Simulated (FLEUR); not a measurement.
# Mn3PdN: from one collinear state to anisotropy

Aim: the anisotropy of Mn3PdN from single passes in the potential of one collinear state.

Calculated with FLEUR MaX-R8.1; LDA (VWN); all-electron FLAPW, Dirac cores, scalar-relativistic bands.

**1. Starting point**

It takes space group Pm-3m (No. 221, cubic). The conventional cell has a = 3.979 Å, b = 3.979 Å, c = 3.979 Å, α = 90.00°, β = 90.00°, γ = 90.00°. Nearest to Mn lie 2 N at 1.99 Å. Pd has 12 Mn at 2.81 Å nearest. Nearest to N lie 6 Mn at 1.99 Å. Farther neighbours and most contacts between anions are not listed.

Coordinates:

```cif
data_structure
_symmetry_space_group_name_H-M 'P 1'
_symmetry_Int_Tables_number 1
_cell_length_a 3.9790
_cell_length_b 3.9790
_cell_length_c 3.9790
_cell_angle_alpha 90.000
_cell_angle_beta 90.000
_cell_angle_gamma 90.000
_cell_volume 63.00
loop_
_atom_site_label
_atom_site_type_symbol
_atom_site_fract_x
_atom_site_fract_y
_atom_site_fract_z
_atom_site_occupancy
Mn1 Mn 0.00000 0.50000 0.50000 1
Mn2 Mn 0.50000 0.00000 0.50000 1
Mn3 Mn 0.50000 0.50000 0.00000 1
Pd4 Pd 0.00000 0.00000 0.00000 1
N5 N 0.50000 0.50000 0.50000 1
```

**2. Self-consistent state**

The force theorems are single passes in this state's potential, so it has to be converged first.

No symmetry is used, so that later steps may turn the spins freely; k and −k are joined. inpgen writes inp.xml from crystal.txt; cutoffs, mixing, functional, smearing and local orbitals are then set in the file. The k list scf (kpts.xml, not shown) is a Γ-centred 6×6×6 mesh; where the ranks do not divide the number of points, some are split in two of half the weight.

The input, inp.xml:

```
<?xml version="1.0" encoding="UTF-8" standalone="no"?>
<fleurInput fleurInputVersion="0.39">
   <comment>
      Mn3PdN
   </comment>
   <calculationSetup>
      <cutoffs Kmax="4.4" Gmax="13.2" GmaxXC="13.2" numbands="0"/>
      <scfLoop itmax="90" minDistance="0.00002" maxIterBroyd="15" imix="Anderson" alpha="0.05" precondParam="0.0" spinf="2.0" sdNocoIR="T"/>
      <coreElectrons ctail="F" frcor="F" kcrel="0" coretail_lmax="0"/>
      <xcFunctional name="vwn" relativisticCorrections="F"/>
      <magnetism jspins="2" l_noco="F" l_ss="F">
         <qss>0.0 0.0 0.0</qss>
         <mtNocoParams l_mperp="F" l_mtNocoPot="F" l_relaxSQA="F" mag_mixing_scheme="0" mix_RelaxWeightOffD="1.0" l_constrained="F" mix_constr="1.0"/>
         <sourceFreeMag l_sourceFree="F" l_scaleMag="F" mag_scale="1.0"/>
      </magnetism>
      <soc l_soc="F" theta="0.0" phi="0.0" spav="F"/>
      <expertModes spex="0" secvar="F"/>
      <geometryOptimization l_f="F" forcealpha="1.0" forcemix="BFGS" epsdisp="0.00001" epsforce="0.00001"/>
      <ldaU l_linMix="F" mixParam="0.05" spinf="1.0"/>
   </calculationSetup>
   <cell>
      <bzIntegration valenceElectrons="66.0" mode="hist" fermiSmearingEnergy="0.00293995">
         <kPointListSelection listName="scf"/>
         <xi:include xmlns:xi="http://www.w3.org/2001/XInclude" href="kpts.xml"> </xi:include>
      </bzIntegration>
      <xi:include xmlns:xi="http://www.w3.org/2001/XInclude" href="sym.xml"> </xi:include>
      <bulkLattice scale="1.0">
         <bravaisMatrix>
            <row-1>    7.5192202497834000     0.0000000000000000     0.0000000000000000</row-1>
            <row-2>    0.0000000000000000     7.5192202497834000     0.0000000000000000</row-2>
            <row-3>    0.0000000000000000     0.0000000000000000     7.5192202497834000</row-3>
         </bravaisMatrix>
      </bulkLattice>
   </cell>
   <atomSpecies>
      <species name="Manganese 3.500" element="Mn" atomicNumber="25">
         <mtSphere radius="2.34" gridPoints="773" logIncrement="0.016"/>
         <atomicCutoffs lmax="8" lnonsphr="6"/>
         <electronConfig flipSpins="F">
            <coreConfig>(1s1/2) (2s1/2) (2p1/2) (2p3/2)</coreConfig>
            <valenceConfig>(3s1/2) (3p1/2) (3p3/2) (4s1/2) (3d3/2) (3d5/2)</valenceConfig>
            <stateOccupation state="(3d3/2)" spinUp="1.25" spinDown="0.75"/>
            <stateOccupation state="(3d5/2)" spinUp="3.0" spinDown="0.0"/>
         </electronConfig>
         <energyParameters s="4" p="4" d="3" f="4"/>
         <lo type="SCLO" l="0" n="3" eDeriv="0"/>
         <lo type="SCLO" l="1" n="3" eDeriv="0"/>
      </species>
      <species name="Palladium (Pd)" element="Pd" atomicNumber="46">
         <mtSphere radius="2.8" gridPoints="925" logIncrement="0.014"/>
         <atomicCutoffs lmax="10" lnonsphr="8"/>
         <electronConfig flipSpins="F">
            <coreConfig>(1s1/2) (2s1/2) (2p1/2) (2p3/2) (3s1/2) (3p1/2) (3p3/2) (4s1/2) (3d3/2) (3d5/2)</coreConfig>
            <valenceConfig>(4p1/2) (4p3/2) (5s1/2) (4d3/2) (4d5/2)</valenceConfig>
            <stateOccupation state="(5s1/2)" spinUp="0.500000" spinDown="0.500000"/>
            <stateOccupation state="(4d3/2)" spinUp="1.800000" spinDown="1.800000"/>
            <stateOccupation state="(4d5/2)" spinUp="2.700000" spinDown="2.700000"/>
         </electronConfig>
         <energyParameters s="5" p="5" d="4" f="4"/>
         <lo type="SCLO" l="1" n="4" eDeriv="0"/>
      </species>
      <species name="Nitrogen (N)" element="N" atomicNumber="7">
         <mtSphere radius="1.32" gridPoints="437" logIncrement="0.024"/>
         <atomicCutoffs lmax="6" lnonsphr="4"/>
         <electronConfig flipSpins="F">
            <coreConfig>(1s1/2)</coreConfig>
            <valenceConfig>(2s1/2) (2p1/2) (2p3/2)</valenceConfig>
            <stateOccupation state="(2p1/2)" spinUp="0.500000" spinDown="0.500000"/>
            <stateOccupation state="(2p3/2)" spinUp="1.000000" spinDown="1.000000"/>
         </electronConfig>
         <energyParameters s="2" p="2" d="3" f="4"/>
      </species>
   </atomSpecies>
   <atomGroups>
      <atomGroup species="Manganese 3.500">
         <relPos label="                   1">.0000000000 1.000/2.000 1.000/2.000</relPos>
         <force calculate="T" relaxXYZ="TTT"/>
         <nocoParams  alpha="0.0" beta="0.0"/>
      </atomGroup>
      <atomGroup species="Manganese 3.500">
         <relPos label="                   2">1.000/2.000 .0000000000 1.000/2.000</relPos>
         <force calculate="T" relaxXYZ="TTT"/>
         <nocoParams  alpha="0.0" beta="0.0"/>
      </atomGroup>
      <atomGroup species="Manganese 3.500">
         <relPos label="                   3">1.000/2.000 1.000/2.000 .0000000000</relPos>
         <force calculate="T" relaxXYZ="TTT"/>
         <nocoParams  alpha="0.0" beta="0.0"/>
      </atomGroup>
      <atomGroup species="Palladium (Pd)">
         <relPos label="                   4">.0000000000 .0000000000 .0000000000</relPos>
         <force calculate="T" relaxXYZ="TTT"/>
         <nocoParams  alpha="0.0" beta="0.0"/>
      </atomGroup>
      <atomGroup species="Nitrogen (N)">
         <relPos label="                   5">1.000/2.000 1.000/2.000 1.000/2.000</relPos>
         <force calculate="T" relaxXYZ="TTT"/>
         <nocoParams  alpha="0.0" beta="0.0"/>
      </atomGroup>
   </atomGroups>
   <output dos="F" band="F" slice="F">
      <bandDOS minEnergy="-.5*Htr" maxEnergy="0.5*Htr" sigma="0.015" storeEVData="T"/>
      <plotting iplot="0" polar="F">
         <plot TwoD="T" vec1="  1.0  0.0  0.0" vec2="  0.0  1.0  0.0" vec3="  0.0  0.0  1.0" zero="  0.0  0.0  0.0" file="plot"/>
      </plotting>
      <moessbauerParams electricFieldGradient="F" isomerShift="F" coreHyperfine="F" valenceHyperfine="F"/>
   </output>
</fleurInput>
```

The input, crystal.txt:

```
Mn3PdN
&input film=F cartesian=F /
3.97900000000  0.00000000000  0.00000000000
0.00000000000  3.97900000000  0.00000000000
0.00000000000  0.00000000000  3.97900000000
1.8897261246
1.0 1.0 1.0

5
25 0.00000000000  0.50000000000  0.50000000000 : 3.500
25 0.50000000000  0.00000000000  0.50000000000 : 3.500
25 0.50000000000  0.50000000000  0.00000000000 : 3.500
46 0.00000000000  0.00000000000  0.00000000000
7 0.50000000000  0.50000000000  0.50000000000

&kpt div1=6 div2=6 div3=6 gamma=T /
```

Launch:

```
$ OMP_NUM_THREADS=1 inpgen -f crystal.txt -nosym -noco > inpgen.log  # inp.xml is then edited as shown
$ OMP_NUM_THREADS=1 mpirun -n 4 fleur_MPI > fleur.log
```

The program printed:

```text
Welcome to FLEUR        (www.flapw.de)
      MaX-Release 8.1          (www.max-centre.eu)

 ========== k-point set info ==========
 Selected k-point list: scf
 k-point list type: mesh
 0 x 0 x 0
 Number of k points: 112

 ------------Calculation Setup---------------------------
 Number of MPI-tasks      :            4
 Number of PE/node        :            4
 Number of OMP-threads    :            1
 k-points in parallel     :            4
 pe's per k-point         :            1
 No of k-point loops      :           28
 Eigenvalue solver        :       lapack
 Number of basis functions:          657
 Approximate size of matrices (H+S) per k-point:         0.013 GB
 --------------------------------------------------------
 Complex matrix made real
 Complex matrix made real
 Iteration:     1   Distance:      33.42288753 me/bohr^3
 Iteration:     2   Distance:      18.15284316 me/bohr^3
 Iteration:     3   Distance:      13.73154643 me/bohr^3
 Iteration:     4   Distance:       7.55927367 me/bohr^3
 Iteration:     5   Distance:       6.43373215 me/bohr^3
 Iteration:     6   Distance:       8.23726668 me/bohr^3
 Iteration:     7   Distance:       3.17135160 me/bohr^3
 Iteration:     8   Distance:       2.31694718 me/bohr^3
 Iteration:     9   Distance:       1.05850967 me/bohr^3
 Iteration:    10   Distance:       0.88674458 me/bohr^3
 Iteration:    11   Distance:       0.46886390 me/bohr^3
 Iteration:    12   Distance:       0.46256027 me/bohr^3
 Iteration:    13   Distance:       0.14530554 me/bohr^3
 Iteration:    14   Distance:       0.13536827 me/bohr^3
 Iteration:    15   Distance:       0.08167896 me/bohr^3
 Iteration:    16   Distance:       0.04676820 me/bohr^3
 Iteration:    17   Distance:       0.04030073 me/bohr^3
 Iteration:    18   Distance:       0.01162353 me/bohr^3
 Iteration:    19   Distance:       0.01107479 me/bohr^3
 Iteration:    20   Distance:       0.01014267 me/bohr^3
 Iteration:    21   Distance:       0.00555038 me/bohr^3
 Iteration:    22   Distance:       0.00604240 me/bohr^3
 Iteration:    23   Distance:       0.00270660 me/bohr^3
 Iteration:    24   Distance:       0.00309976 me/bohr^3
 Iteration:    25   Distance:       0.00037594 me/bohr^3
 Iteration:    26   Distance:       0.00008478 me/bohr^3
 Iteration:    27   Distance:       0.00013638 me/bohr^3
 Iteration:    28   Distance:       0.00002788 me/bohr^3
 Iteration:    29   Distance:       0.00001283 me/bohr^3

 ********************************************************************
 Run finished successfully
 Stop message:
   all done
 ********************************************************************

--- out.xml (last complete iteration) ---
<iteration numberForCurrentRun="   29" overallNumber="   29">
         [... left out ...]
         <bandgap value="0.0000000000" units="eV"/>
         <sumValenceSingleParticleEnergies value="-39.0079873784" units="Htr"/>
         <FermiEnergy value="0.3833557957" units="Htr"/>
         <valenceDensity>
            <mtCharges spin="1">
               <mtCharge atomType="1" total="8.3866276" s="1.1565978" p="3.1748182" d="4.0217434" f="0.0251391"/>
               <mtCharge atomType="2" total="8.3866276" s="1.1565978" p="3.1748182" d="4.0217434" f="0.0251391"/>
               <mtCharge atomType="3" total="8.3866283" s="1.1565978" p="3.1748182" d="4.0217440" f="0.0251391"/>
               <mtCharge atomType="4" total="8.0517706" s="0.2626538" p="3.2421344" d="4.5060904" f="0.0286042"/>
               <mtCharge atomType="5" total="1.4434058" s="0.4892503" p="0.9452117" d="0.0079863" f="0.0008395"/>
            </mtCharges>
            <mtCharges spin="2">
               <mtCharge atomType="1" total="5.4075513" s="1.1490225" p="3.1722772" d="1.0554762" f="0.0226312"/>
               <mtCharge atomType="2" total="5.4075513" s="1.1490225" p="3.1722772" d="1.0554762" f="0.0226312"/>
               <mtCharge atomType="3" total="5.4075505" s="1.1490225" p="3.1722772" d="1.0554754" f="0.0226312"/>
               <mtCharge atomType="4" total="7.7068456" s="0.3194253" p="3.3058090" d="4.0642420" f="0.0130933"/>
               <mtCharge atomType="5" total="1.5288380" s="0.4979680" p="1.0252357" d="0.0053268" f="0.0002709"/>
            </mtCharges>
            <spinDependentCharge spin="1" total="37.6671515" interstitial="3.0120915" mtSpheres="34.6550600"/>
            <spinDependentCharge spin="2" total="28.3328485" interstitial="2.8745119" mtSpheres="25.4583366"/>
            <totalCharge value="66.0000000001"/>
         </valenceDensity>
         [... left out ...]
         <allElectronCharges>
            <spinDependentCharge spin="1" total="68.6671515" interstitial="3.0122467" mtSpheres="65.6549048"/>
            <spinDependentCharge spin="2" total="59.3328485" interstitial="2.8746697" mtSpheres="56.4581788"/>
            <totalCharge value="128.0000000024"/>
         </allElectronCharges>
         <magneticMomentsInMTSpheres units="muBohr">
            <globalMagMoment atomType="1" vec="0.00000   0.00000   2.97908"/>
            <localMagMoment atomType="1" vec="0.00000   0.00000   2.97908"/>
            <globalMagMoment atomType="2" vec="0.00000   0.00000   2.97908"/>
            <localMagMoment atomType="2" vec="0.00000   0.00000   2.97908"/>
            <globalMagMoment atomType="3" vec="0.00000   0.00000   2.97908"/>
            <localMagMoment atomType="3" vec="0.00000   0.00000   2.97908"/>
            <globalMagMoment atomType="4" vec="0.00000   0.00000   0.34493"/>
            <localMagMoment atomType="4" vec="0.00000   0.00000   0.34493"/>
            <globalMagMoment atomType="5" vec="0.00000   0.00000  -0.08543"/>
            <localMagMoment atomType="5" vec="0.00000   0.00000  -0.08543"/>
         </magneticMomentsInMTSpheres>
         <moessbauerParams unitsHFF="kG" unitsIS="e/bohr^3" unitsEFG="Htr/bohr^2">
         </moessbauerParams>
         <totalEnergy value="    -8566.4144877912" units="Htr">
            <sumOfEigenvalues value="    -5043.7452857921">
               <coreElectrons value="-5004.7372984137"/>
               <valenceElectrons value="-39.0079873784"/>
            </sumOfEigenvalues>
            <densityCoulombPotentialIntegral value="-13480.8518605341"/>
            <densityEffectivePotentialIntegral value="-13873.4110486076"/>
            <chargeDenXCDenIntegral value="-296.3900390494"/>
            <FockExchangeEnergyValence value="0.0000000000"/>
            <FockExchangeEnergyCore value="0.0000000000"/>
            <atomTypeDependentContributions atomType="1">
               <electronNucleiInteractionDifferentMTs value="1379.1750050925"/>
               <MadelungTerm value="-10.8977327086"/>
            </atomTypeDependentContributions>
            <atomTypeDependentContributions atomType="2">
               <electronNucleiInteractionDifferentMTs value="1379.1750050912"/>
               <MadelungTerm value="-10.8977327089"/>
            </atomTypeDependentContributions>
            <atomTypeDependentContributions atomType="3">
               <electronNucleiInteractionDifferentMTs value="1379.1750045188"/>
               <MadelungTerm value="-10.8977330488"/>
            </atomTypeDependentContributions>
            <atomTypeDependentContributions atomType="4">
               <electronNucleiInteractionDifferentMTs value="6110.7735349574"/>
               <MadelungTerm value="-12.4192931214"/>
            </atomTypeDependentContributions>
            <atomTypeDependentContributions atomType="5">
               <electronNucleiInteractionDifferentMTs value="60.3416344316"/>
               <MadelungTerm value="-5.5116056111"/>
            </atomTypeDependentContributions>
            <tkbTimesEntropy value="0.0032098474"/>
            <freeEnergy value="-8566.4176976385"/>
            <extrapolationTo0K value="-8566.4160927149"/>
         </totalEnergy>
         <densityConvergence units="me/bohr^3">
            <chargeDensity spin="1" distance="0.0000075513"/>
            <chargeDensity spin="2" distance="0.0000057217"/>
            <overallChargeDensity distance="0.0000038508"/>
            <spinDensity distance="0.0000128332"/>
         </densityConvergence>
      </iteration>
```

The job ended after 9.7 min (4 MPI ranks of Arm Neoverse V2, shared host; peak memory 1.1 GiB).

Spin moment in the muffin-tin sphere by atom:

| atom | spin moment in the muffin-tin sphere (μB) |
| --- | --- |
| Mn1 | 2.98 |
| Mn2 | 2.98 |
| Mn3 | 2.98 |
| Pd4 | 0.34 |
| N5 | -0.09 |

Read from the output:

* free energy: -233104.1007 eV
* program's band gap on this mesh (in a metal only a level spacing): 0 eV
* magnetization: 9.334 μB
* final state: ferromagnetic, with opposed induced moments

After 29 cycles the largest moment stands at 2.98 μB.

**3. Anisotropy by the force theorem**

Anisotropy is a small difference, so it is taken from sums over occupied states at a frozen potential, where most errors cancel.

One pass with spin–orbit coupling for each direction, from the saved density. Inversion lets half of the mesh serve, which the program's warning doesn't know. The k list mae (kpts.xml, not shown) is a Γ-centred 9×9×9 mesh.

inp.xml, as its differences from that of step 2:

```diff
@@ -6,4 +6,4 @@
    <calculationSetup>
-      <cutoffs Kmax="4.4" Gmax="13.2" GmaxXC="13.2" numbands="0"/>
-      <scfLoop itmax="90" minDistance="0.00002" maxIterBroyd="15" imix="Anderson" alpha="0.05" precondParam="0.0" spinf="2.0" sdNocoIR="T"/>
+      <cutoffs Kmax="4.4" Gmax="13.2" GmaxXC="13.2" numbands="186"/>
+      <scfLoop itmax="1" minDistance="0.00002" maxIterBroyd="15" imix="Anderson" alpha="0.05" precondParam="0.0" spinf="2.0" sdNocoIR="T"/>
       <coreElectrons ctail="F" frcor="F" kcrel="0" coretail_lmax="0"/>
@@ -15,3 +15,3 @@
       </magnetism>
-      <soc l_soc="F" theta="0.0" phi="0.0" spav="F"/>
+      <soc l_soc="T" theta="0.0" phi="0.0" spav="F"/>
       <expertModes spex="0" secvar="F"/>
@@ -22,3 +22,3 @@
       <bzIntegration valenceElectrons="66.0" mode="hist" fermiSmearingEnergy="0.00293995">
-         <kPointListSelection listName="scf"/>
+         <kPointListSelection listName="mae"/>
          <xi:include xmlns:xi="http://www.w3.org/2001/XInclude" href="kpts.xml"> </xi:include>
@@ -107,2 +107,5 @@
    </output>
+   <forceTheorem>
+      <MAE theta="0.0 0.9553166 1.5707963" phi="0.0 0.7853982 0.7853982"/>
+   </forceTheorem>
 </fleurInput>
```

Launch:

```
$ OMP_NUM_THREADS=1 mpirun -n 4 fleur_MPI -warn_only > fleur.log
```

The program printed:

```text
[banner, memory and clock lines left out]
Welcome to FLEUR        (www.flapw.de)
      MaX-Release 8.1          (www.max-centre.eu)
************FLEUR-Warning*****************
Error message: k-point set is not compatible to missing time-reversal symmetry in calculation.
Error occurred in subroutine: gen_bz
Error from PE:0/4
Other PEs with error messages:
     1-k-point set is not compatible to missing time-reversal symmetry in calculation.
     2-k-point set is not compatible to missing time-reversal symmetry in calculation.
     3-k-point set is not compatible to missing time-reversal symmetry in calculation.
*****************************************
************FLEUR-Warning*****************
Error message: k-point set is not compatible to missing time-reversal symmetry in calculation.
Error occurred in subroutine: gen_bz
Error from PE:1/4
Other PEs with error messages:
     2-k-point set is not compatible to missing time-reversal symmetry in calculation.
     3-k-point set is not compatible to missing time-reversal symmetry in calculation.
*****************************************

 ========== k-point set info ==========
 Selected k-point list: mae
 k-point list type: mesh
 0 x 0 x 0
 Number of k points: 368

 [... set-up left out ...]
 ********************************************************************
 Run finished successfully
 Stop message:
   Forcetheorem MAE
 ********************************************************************

--- out.xml (force theorem) ---
<Forcetheorem_MAE Angles="3" units="Htr">
            <Angle theta="0.0000000" phi="0.0000000" ev-sum="-39.013858896"/>
            <Angle theta="0.9553166" phi="0.7853982" ev-sum="-39.013858899"/>
            <Angle theta="1.5707963" phi="0.7853982" ev-sum="-39.013858989"/>
         </Forcetheorem_MAE>
```

Elapsed: 5.9 min, on 4 MPI ranks; peak memory 3.3 GiB.

Anisotropy energies, by row:

| axis | x | y | z | band energy less the first axis' (meV a cell) |
| --- | --- | --- | --- | --- |
| [001] | 0 | 0 | 1 | 0 |
| [111] | 0.5774 | 0.5774 | 0.5774 | -8.16e-5 |
| [110] | 0.7071 | 0.7071 | 0 | -0.002531 |

Indices are those of the standard conventional cell; x, y, z give the same directions in the axes of the input.

**4. What came out**

| Item | Value |
| --- | --- |
| reference state | ferromagnetic, with opposed induced moments |
| largest sphere moment | 2.98 μB |
| easy direction of those tried | not resolved |
| energy along [111] less [001], force theorem | -8.2e-5 meV a primitive cell |

**Reading.** The lowest directions differ by less than these runs resolve; shape anisotropy is not included. The state was typed, and no other order was converged beside it, so it need not be the ground state.

[Logs and program files are shortened in this print: banners, set-up blocks, solver, clock and traceback lines can be left out without a mark of their own.]

[Logs are printed without paths, hosts, clocks, repeated set-up lines and the standing remarks that a program may print on its own settings, such as how far it seeks lower states.]

[Hosts, paths, dates, database ids (printed as entryN), source tags and the programs' standing remarks are cut or masked in the printed files.]

[Where a cell is said to come from a database of computed structures, the database is the Materials Project.]
